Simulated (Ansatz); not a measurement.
# Selenium (P3_121, 3 atoms a cell): bands and screening cutoff converge together, part 2 of 2

Can the band sum of G0W0 be converged at a fixed screening cutoff? A test on Selenium (P3_121, 3 atoms a cell).

Ansatz 0.2.0; G0W0 on PBE, plane waves, PAW; PAW set soft_1. Known limits of the many-body steps: not at the basis limit; no spin-orbit coupling.

So far. Step 7 (341 empty bands, screening to 150 eV): The G0W0 gap on the mesh is 1.715 eV.

### Step 8. 605 empty bands, screening to 220 eV

input.yaml

```yaml
crystal:
  lattice:
    - [4.3662, 0.0, 0.0]
    - [-2.1831, 3.781240118, 0.0]
    - [0.0, 0.0, 4.9536]
  atoms:
    - { symbol: Se, position: [0.2254, 0.0, 0.3333333333] }
    - { symbol: Se, position: [0.0, 0.2254, 0.6666666667] }
    - { symbol: Se, position: [0.7746, 0.7746, 0.0] }
kpoints:
  mp_grid: { grid: [6, 6, 4] }
hamiltonian:
  xc: pbe
  pseudopotentials: { kind: paw, azcp: { folder: soft_1 } }
scf:
  occupations: { method: fixed }
gw:
  n_empty_bands: 605
  ecut_chi: 220
  qp_bands: [v2, c2]
  qp_kpoints: band_edges
  screening: { model: contour_deformation }
```

On the command line:

```bash
$ ansatz run input.yaml --threads 2 --pin off --max-ram 92160MiB --backend cuda --events-out ev --progress --plain --runs-dir out --devices 1 --max-vram 13GiB
```

Numbers of over 12 decimals in the logs are rounded to 6 here.

Log:

```text
GPUs: using 1 of 1 available (devices: 1).
[...]
GPU FFT provider: cuFFT
GPU libraries: cuBLAS 13.8.2, cuFFT 12.4.0, cuSOLVER 12.3.4
Crystal: 3 atoms, lattice volume = 81.782 Å³
Basis set: ecut = 420 eV, 1583 PW (Γ)
Bands: 29, of which v1, the nominal top of the filled ones, is band 24 counted from 1 (23 counted from 0)
Symmetry: 6 space group operations
[...]
k-points: 24 of 144 (time reversal used)
[...]
1    26      8.0427   -10.6982    -3.9550   -14.6945  0.7315     8.0841     8.0840  root
[...]
23    23      6.2984   -17.4559     1.2108   -15.5637  0.7327     5.6051     5.6171  root
    23    24      6.2984   -17.4559     1.2108   -15.5637  0.7327     5.6051     5.6171  root
    23    25      7.5497   -11.3279    -3.6964   -15.0623  0.7429     7.5877     7.5876  root
    23    26      9.2295   -10.7515    -4.3247   -15.1531  0.7112     9.3065     9.3063  root
[key lines of the parts left out:]
SCF converged after 7 iterations
Free energy (F): -16407.227624 eV
Fermi energy:    6.527454 eV
```

Elapsed: 2.6 min, on 1 × NVIDIA H100 80GB HBM3 (shared by 6 runs) with 2 threads of AMD EPYC 7R13 (Zen 3), shared host; peak memory 2.8 GiB; 4.4 min of CPU time.

The G0W0 gap on the mesh is 1.717 eV.

### Step 9. 185 empty bands, screening to 300 eV

input.yaml, as its differences from that of step 8:

```diff
@@ -17,4 +17,4 @@
 gw:
-  n_empty_bands: 605
-  ecut_chi: 220
+  n_empty_bands: 185
+  ecut_chi: 300
   qp_bands: [v2, c2]
```

Log:

```text
GPUs: using 1 of 1 available (devices: 1).
[...]
GPU FFT provider: cuFFT
GPU libraries: cuBLAS 13.8.2, cuFFT 12.4.0, cuSOLVER 12.3.4
Crystal: 3 atoms, lattice volume = 81.782 Å³
Basis set: ecut = 420 eV, 1583 PW (Γ)
Bands: 29, of which v1, the nominal top of the filled ones, is band 24 counted from 1 (23 counted from 0)
Symmetry: 6 space group operations
[...]
k-points: 24 of 144 (time reversal used)
[...]
1    26      8.0427   -10.6982    -3.7484   -14.6945  0.7314     8.2922     8.2906  root
[...]
23    23      6.2984   -17.4559     1.4234   -15.5637  0.7326     5.8244     5.8296  root
    23    24      6.2984   -17.4559     1.4234   -15.5637  0.7326     5.8244     5.8296  root
    23    25      7.5497   -11.3279    -3.4716   -15.0623  0.7427     7.8138     7.8125  root
    23    26      9.2295   -10.7515    -4.1167   -15.1531  0.7109     9.5177     9.5144  root
[key lines of the parts left out:]
SCF converged after 7 iterations
Free energy (F): -16407.227624 eV
Fermi energy:    6.527454 eV
```

Elapsed: 91 s, on 1 × NVIDIA H100 80GB HBM3 (shared by 6 runs) with 2 threads; peak memory 4.3 GiB; 2.5 min of CPU time.

The G0W0 gap on the mesh is 1.723 eV.

### Step 10. 964 empty bands, screening to 300 eV

input.yaml, as its differences from that of step 9:

```diff
@@ -17,3 +17,3 @@
 gw:
-  n_empty_bands: 185
+  n_empty_bands: 964
   ecut_chi: 300
```

Log:

```text
GPUs: using 1 of 1 available (devices: 1).
[...]
GPU FFT provider: cuFFT
GPU libraries: cuBLAS 13.8.2, cuFFT 12.4.0, cuSOLVER 12.3.4
Crystal: 3 atoms, lattice volume = 81.782 Å³
Basis set: ecut = 420 eV, 1583 PW (Γ)
Bands: 29, of which v1, the nominal top of the filled ones, is band 24 counted from 1 (23 counted from 0)
Symmetry: 6 space group operations
[...]
k-points: 24 of 144 (time reversal used)
[...]
1    26      8.0427   -10.6982    -4.0054   -14.6945  0.7315     8.0336     8.0336  root
[...]
23    23      6.2984   -17.4559     1.1568   -15.5637  0.7326     5.5485     5.5631  root
    23    24      6.2984   -17.4559     1.1568   -15.5637  0.7326     5.5485     5.5631  root
    23    25      7.5497   -11.3279    -3.7514   -15.0623  0.7428     7.5327     7.5327  root
    23    26      9.2295   -10.7515    -4.3766   -15.1531  0.7110     9.2544     9.2544  root
[key lines of the parts left out:]
SCF converged after 7 iterations
Free energy (F): -16407.227624 eV
Fermi energy:    6.527454 eV
```

Elapsed: 5 min, on 1 × NVIDIA H100 80GB HBM3 (shared by 6 runs) with 2 threads; peak memory 5.3 GiB.

The G0W0 gap on the mesh is 1.718 eV.

### Step 11. The grid

Start PBE, 6×6×4 mesh. Times are wall times on 1 × NVIDIA H100 80GB HBM3 (shared by 6 runs) with 2 threads of AMD EPYC 7R13 (Zen 3), shared host, good to a factor of about two.

```tsv
cutoff (eV)	plane waves at q = 0	bands summed	gap (eV)	Σc valence (eV)	Σc conduction (eV)	time
50	71	89	1.619	1.68	-3.10	16 s
50	71	365	1.604	1.48	-3.32	56 s
100	201	209	1.703	1.26	-3.43	33 s
100	201	988	1.694	1.14	-3.56	2.6 min
150	351	89	1.713	1.57	-3.11	31 s
150	351	365	1.715	1.09	-3.59	59 s
220	563	629	1.717	0.98	-3.70	2.6 min
300	973	209	1.723	1.20	-3.47	91 s
300	973	988	1.718	0.93	-3.75	5 min
```

### Step 12. What came out

```yaml
89_bands_50_ev: 1.619 eV
365_bands_50_ev: 1.604 eV
209_bands_100_ev: 1.703 eV
988_bands_100_ev: 1.694 eV
89_bands_150_ev: 1.713 eV
365_bands_150_ev: 1.715 eV
629_bands_220_ev: 1.717 eV
209_bands_300_ev: 1.723 eV
988_bands_300_ev: 1.718 eV
estimated_limit_along_the_diagonal: 1.72 eV
mesh_and_start: 6×6×4, PBE
```

What this shows: At 50 eV, going from 89 to 365 bands moves the gap by −0.02 eV. At 100 eV, going from 209 to 988 bands moves the gap by −0.01 eV. At 150 eV, going from 89 to 365 bands moves the gap by +0.002 eV. At 300 eV, going from 209 to 988 bands moves the gap by −0.01 eV. At 89 bands, raising the cutoff from 50 to 150 eV moves it by +0.09 eV. At 365 bands, raising the cutoff from 50 to 150 eV moves it by +0.11 eV. At 209 bands, raising the cutoff from 100 to 300 eV moves it by +0.02 eV. At 988 bands, raising the cutoff from 100 to 300 eV moves it by +0.02 eV. Along the diagonal, where both rise together, the two highest rungs point to 1.72 eV. Gaps are over the mesh's points; an edge off the mesh would be missed. A low cutoff hides what high bands add, so a band series at one cutoff can look settled before the gap is. The many-body steps are scalar-relativistic: spin-orbit coupling is not in them.

[Paths, hosts, dates, memory and timing lines, banners, echoed tables and standing remarks are left out of the program output.]

[Logs are printed without paths, hosts, clocks, repeated set-up lines and the standing remarks that a program may print on its own settings, such as how far it seeks lower states.]

[Runs of the session that timed out or met a known fault of the program may be left out.]

[Cells called generated may have been cut or substituted from an entry of the Crystallography Open Database or the Materials Project.]

[Hosts, paths, dates, database ids (printed as entryN), source tags and the programs' standing remarks are cut or masked in the printed files.]
